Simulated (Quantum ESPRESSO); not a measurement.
# Voltage at the next charge: Ta2NOS MXene, 1 layer against an electrode

Method. Quantum ESPRESSO 7.5, LDA, GBRV ultrasoft; ESM with bc3, a metal electrode 7.26 Å above the top atoms; cell area 8.946 Å²; ions fixed. V is the potential energy of an electron at the electrode over the slab's Fermi level, divided by e, so that it equals the work function at zero charge; positive charge removes electrons.

| charge (e a cell) | V (V) |
| --- | --- |
| 0 | 5.476 |
| 0.0129 | 7.250 |
| 0.0259 | 9.043 |

To predict: What is V at a charge of 0.0517 e, and what capacitance do the rows imply?

**Fit.** The last two rows give dV/dq = (9.043 − 7.250)/(0.0259 − 0.0129) = 137.9 V/e, so C = 1602/(8.946 × 137.9) = 1.30 µF/cm², an effective gap of 8.854/1.30 = 6.82 Å. At constant C, V = 9.043 + 137.9 × 0.0258 = 12.60 V.

What the calculation gave: V = 12.610 V; the estimate misses by −0.01 V, 0.2 % of the step. Over the three intervals C goes 1.30, 1.30 and 1.30 µF/cm².

Caveats: Vacuum fills the gap; a dielectric or electrolyte would change C. The slab is thin.
